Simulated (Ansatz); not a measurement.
Rows from a G0W0 calculation on SrLi2SnS4 (I-42m) (Ansatz 0.2.0; G0W0 on PBE, plane waves, norm-conserving pseudopotentials; 4×4×4 mesh, 398 empty bands, screening to 100 eV, norm-conserving files), in eV. Spin-orbit coupling is left out.

| row | k | band | start | Σx | Σc at the solution | Vxc |
| --- | --- | --- | --- | --- | --- | --- |
| A | (-0.500, -0.500, -0.500) | v1 | 5.092 | -18.084 | 2.226 | -15.042 |
| B | Γ | v1 | 4.713 | -18.140 | 2.113 | -15.249 |
| C | Γ | c2 | 9.027 | -5.630 | -3.729 | -9.815 |
| D | Γ | c1 | 7.784 | -9.610 | -3.651 | -13.845 |
| E | (-0.500, -0.500, -0.500) | c2 | 9.258 | -7.065 | -3.795 | -11.335 |
| F | (-0.500, -0.500, -0.500) | c1 | 7.764 | -8.559 | -3.712 | -12.914 |

Give the quasiparticle energies and the shift of each level.

The quasiparticle equation reads E = start + Σx + Σc(E) − Vxc.

| row | E (eV) | shift (eV) |
| --- | --- | --- |
| A | 4.276 | −0.816 |
| B | 3.935 | −0.777 |
| C | 9.483 | +0.456 |
| D | 8.368 | +0.584 |
| E | 9.733 | +0.475 |
| F | 8.407 | +0.643 |

The gap over the computed points goes from 2.67 eV to 4.09 eV.

Limits: not at the basis limit; no spin-orbit coupling.

[Runs of the session that timed out or met a known fault of the program may be left out.]

[Cells called generated may have been cut or substituted from an entry of the Crystallography Open Database or the Materials Project.]

[Hosts, paths, dates, database ids (printed as entryN), source tags and the programs' standing remarks are cut or masked in the printed files.]
